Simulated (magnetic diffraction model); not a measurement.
# FeCoP2S8: what an assumed order does to the neutron pattern

Space group P2_1/m (no. 11), a = 5.9400 Å, b = 7.2710 Å, c = 12.2000 Å, β = 90.74°.

```
site  atom       x       y       z
  2e    Co  0.9331     3/4  0.2840
  2e    Fe  0.4616     1/4  0.2239
  2e     S  0.6538     1/4  0.0480
  2e     S  0.7316     3/4  0.1187
  4f     S  0.2625  0.9642  0.1692
  4f     S  0.7630  0.4545  0.3304
  2e     S  0.2328     1/4  0.3876
  2e     S  0.1663     3/4  0.4435
  2e     P  0.4148     3/4  0.1017
  2e     P  0.9254     1/4  0.4009
```

The compound is invented for this exercise: a known structure type with other elements, its cell scaled to their sizes and not relaxed.

Only Co and Fe are taken to order (form factors of Co3+ and Fe3+); orders and moment sizes are assumed, and not adapted to the symmetry. Radiation: neutrons of λ = 4.2 Å, 3° to 75°; isotropic B of 0.4 Å² (Co), 0.51 Å² (Fe), 0.48 Å² (S) and 0.69 Å² (P). Simulated constant-wavelength pattern: nuclear and magnetic terms add, the magnetic one as |2.695 fm × Σ f S⊥ exp(2πi Q·r) exp(−B s²)|², summed over all Q at one angle with the factor 1/(sin²θ cos θ). For collinear order S is the moment m, which repeats by lattice and centring translations R with the sign exp(−2πi k·R). Free-ion form factors, Sears's scattering lengths of 1992, no absorption; a label names one of the reflections at its angle. The strongest nuclear line in the range is 100, and lines under 0.2 are left out.

Assume the order k = (0 0 0), collinear moments along [111], 3.43 μB on Co and 4.57 μB on Fe; signs + at (0.9331, 3/4, 0.2840), + at (0.0669, 1/4, 0.7160), + at (0.4616, 1/4, 0.2239), + at (0.5384, 3/4, 0.7761).

Q: Where does magnetic intensity appear, and how strong is it?

```csv
2θ (°),index,nuclear,magnetic
19.82,(0 0 1),1.5,0.0
39.30,(0 1 1),44.0,5.3
40.28,(0 0 2),35.5,58.9
41.41,(1 0 0),20.2,3.9
46.06,(1 0 -1),46.4,6.3
46.56,(1 0 1),72.6,1.3
53.41,(0 1 2),57.7,14.8
54.33,(1 1 0),7.1,16.3
58.20,(1 1 -1),19.6,137.2
58.62,(1 1 1),18.3,95.4
58.72,(1 0 -2),42.5,6.4
62.19,(0 0 3),2.1,0.0
69.37,(1 1 -2),6.0,8.5
70.14,(1 1 2),24.7,5.0
70.57,(0 2 0),100.0,47.8
72.56,(0 1 3),13.8,1.3
```

The strongest magnetic line in the range is (1 1 -1) at 58.20° (137.2). On top of the Lorentz factor, which all lines share, magnetic lines fade with angle because f falls: for Co3+ it is 0.93, 0.74, 0.53 and 0.20 at sin θ/λ = 0.1, 0.2, 0.3 and 0.5 Å⁻¹, while nuclear lengths stay constant. The net moment is 16.00 μB a primitive cell.

[Logs are printed without paths, hosts, clocks, repeated set-up lines and the standing remarks that a program may print on its own settings, such as how far it seeks lower states.]
